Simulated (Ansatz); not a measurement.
# Squeezing and shearing glassy 70SiO2-12CaO-18Li2O (mol %) (95 atoms): runs compared

Aim: relax glassy 70SiO2-12CaO-18Li2O (mol %) (95 atoms), then change its volume and shape to read moduli from the stress.

Computed with Ansatz 0.2.0: Kohn-Sham DFT, revPBE, PAW (set soft_2), plane waves.

## Step 1: The cell as built

The cell holds 95 atoms: 23 Si, 4 Ca, 12 Li and 56 O. Its edges and angles: a = 10.693 Å, b = 10.693 Å, c = 10.693 Å, α = 90.0°, β = 90.0°, γ = 90.0°. 95 atoms (23 Si, 4 Ca, 12 Li, 56 O) placed at random at 2.37 g/cm³, melted at 4000 K for 10 ps at fixed volume with the Morse and Coulomb pair potential with partial charges (Pedone, Malavasi, Menziani, Cormack and Segre, J. Phys. Chem. B 110, 11780 (2006)). Quenched from 4000 K to 300 K at 50 K/ps and fixed volume, held 10 ps at zero pressure, then minimised at fixed cell.

What the set-up can't give: The quench rate of 50 K/ps is orders of magnitude faster than experiment, which tends to freeze in extra defects. The starting topology of bonds comes from the classical model, and needn't be the one that DFT or experiment would give. Sampling is at Γ alone.

## Step 2: The reference run

The reference is a single point at the end of the relaxation.

Every strained cell starts from the geometry of this run, and its atoms are relaxed with the cell held.

Its input, with most atom lines left out:

```yaml
crystal:
  lattice:
    - [10.88373, 0.01849, -0.09979]
    - [0.01849, 10.7121, -0.01581]
    - [-0.09979, -0.01581, 10.75282]
  atoms:
    - { symbol: Si, position: [0.45687, 0.27853, 0.75752] }
    - { symbol: Si, position: [0.67749, 0.10872, 0.8792] }
    - { symbol: Si, position: [0.23103, 0.13945, 0.11164] }
    - { symbol: Si, position: [0.67824, 0.27095, 0.29236] }
    - { symbol: Si, position: [0.39673, 0.83157, 0.80085] }
    - { symbol: Si, position: [0.43588, 0.33638, 0.18507] }
    - { symbol: Si, position: [0.93587, 0.84223, 0.90585] }
    [... atom lines 8 to 95 left out ...]
kpoints:
  mp_grid: { grid: [1, 1, 1] }
hamiltonian:
  xc: revpbe
scf:
  occupations: { method: fixed }
output:
  forces: true
  stress: true
  populations: true
  dos:
    method: { smearing: { sigma: 0.15 } }
    de: 0.1
    projected: { site_lists: { Ca: [Ca], Li: [Li], O: [O], Si: [Si] } }
  eigenvalues: true
  write_density: true
  write_potential: true
  volumetric_format: npy
  elf: true
```

| Property | Result |
| --- | --- |
| free energy per atom | -593.4332 eV/atom |
| r.m.s. force component | 0.00621 eV/Å |
| pressure | 0.0235 GPa |

Filled and empty levels are parted by 4.43 eV (at Γ alone); a semilocal functional tends to put such gaps too low. In a disordered cell it changes from sample to sample, and tail or defect levels can set it.

## Step 3: The runs

Each row is one run, on 4 threads of Intel Xeon Platinum 8375C at 2.90GHz (Ice Lake), shared host. The free energy is the program's total, comparable only between runs with the same functional, potentials and atoms.

| run | atoms | outcome | ionic steps, all passes | free energy (eV) | time | host memory (GiB) |
| --- | --- | --- | --- | --- | --- | --- |
| Single point at the start | 95 | converged | - | -56370.525 | 6 s | 1.4 |
| Cell and atoms relaxed | 95 | converged | 24 | -56376.156 | 2.4 min | 1.5 |
| Single point at the relaxed geometry | 95 | converged | - | -56376.156 | 17 s | 1.6 |
| Volume -3 % | 95 | converged | 7 | -56375.979 | 77 s | 1.6 |
| Volume +3 % | 95 | converged | 7 | -56376.018 | 79 s | 1.6 |
| Volume -6 % | 95 | converged | 11 | -56375.453 | 95 s | 1.5 |
| Volume +6 % | 95 | converged | 17 | -56375.651 | 2.7 min | 1.7 |
| Volume -10 % | 95 | converged | 9 | -56374.065 | 67 s | 1.5 |
| Stretched by 1 % along x | 95 | converged | 4 | -56376.129 | 31 s | 1.6 |
| Compressed by 1 % along x | 95 | converged | 4 | -56376.114 | 33 s | 1.6 |
| Sheared by 2 % in xy | 95 | converged | 6 | -56376.106 | 49 s | 1.6 |

In some runs the program notes that the exchange-correlation potential is rough where the density is thin and the SCF threshold is loose for the stress.

## Step 4: Pressure against volume

Atoms are relaxed at each volume, in the scaled cell.

| volume change (%) | volume (Å³/atom) | energy change (meV/atom) | pressure (GPa) | largest move on relaxing (Å) | bonds | gap (eV) |
| --- | --- | --- | --- | --- | --- | --- |
| -10 | 11.876 | 22.02 | 5.85 | 0.44 | 160 | 4.77 |
| -6 | 12.403 | 7.40 | 3.16 | 0.24 | 157 | 4.64 |
| -3 | 12.799 | 1.87 | 1.53 | 0.12 | 155 | 4.53 |
| +0 | 13.195 | 0.00 | 0.02 | - | 153 | 4.43 |
| +3 | 13.591 | 1.45 | -1.25 | 0.14 | 152 | 4.33 |
| +6 | 13.987 | 5.31 | -2.17 | 0.90 | 149 | 4.19 |

## Step 5: Uniaxial strain and shear

Stress (GPa, compression positive) less that of the relaxed cell, atoms relaxed:

| strain | xx | yy | zz | xy | energy change (meV/atom) |
| --- | --- | --- | --- | --- | --- |
| stretched by 1 % along x | -0.818 | -0.310 | -0.231 | -0.064 | 0.29 |
| compressed by 1 % along x | 0.917 | 0.342 | 0.260 | 0.073 | 0.44 |
| sheared by 2 % in xy | -0.071 | -0.121 | 0.025 | -0.661 | 0.53 |

## Step 6: Findings

The bulk modulus, from the slope of pressure against ln V over the three points nearest the relaxed volume, is 46.2 GPa; a quadratic over all points gives a pressure derivative of about 4.7. The count of bonds runs from 149 to 160 over the series, so at some points contacts cross the cutoffs. At +6 % some atom moved by over 0.5 Å on relaxing, so that point may sit in another local minimum. The gap goes from 4.77 eV at the smallest volume to 4.19 eV at the largest, -3.5 eV per unit of ln V by a straight line, on the run's k-points. In the Cartesian axes of the cell, finite differences give C11 = 86.8, C12 = 32.6, C13 = 24.6 and C66 = 33.0 GPa (the shear of 2 % is the engineering strain, εxy = 0.01). The mean of C11, C12 and C13, which equals the bulk modulus in a cubic or isotropic solid, is 48.0 GPa: it agrees with the bulk modulus within 10 %. For an isotropic solid C66 would equal (C11 − C12)/2 = 27.1 GPa; so small a sample needn't be isotropic, and C66 rests on one shear. With the bulk modulus and C66 as K and G, Young's modulus would be about 80 GPa and Poisson's ratio 0.21.

**Limits.** Strains are finite and relaxations stop at the force tolerance of the input, which can leave moduli too stiff; they are those of a static cell at zero temperature. Volumes are changed with the cell's shape held, so in an anisotropic solid the modulus lies over the one under free hydrostatic load. The program notes that the SCF threshold of the relaxations is loose for the stress.

The DFT runs together took 13 min of wall time.

[Logs are printed without paths, hosts, clocks, repeated set-up lines and the standing remarks that a program may print on its own settings, such as how far it seeks lower states.]

[Hosts, paths, dates, database ids (printed as entryN), source tags and the programs' standing remarks are cut or masked in the printed files.]
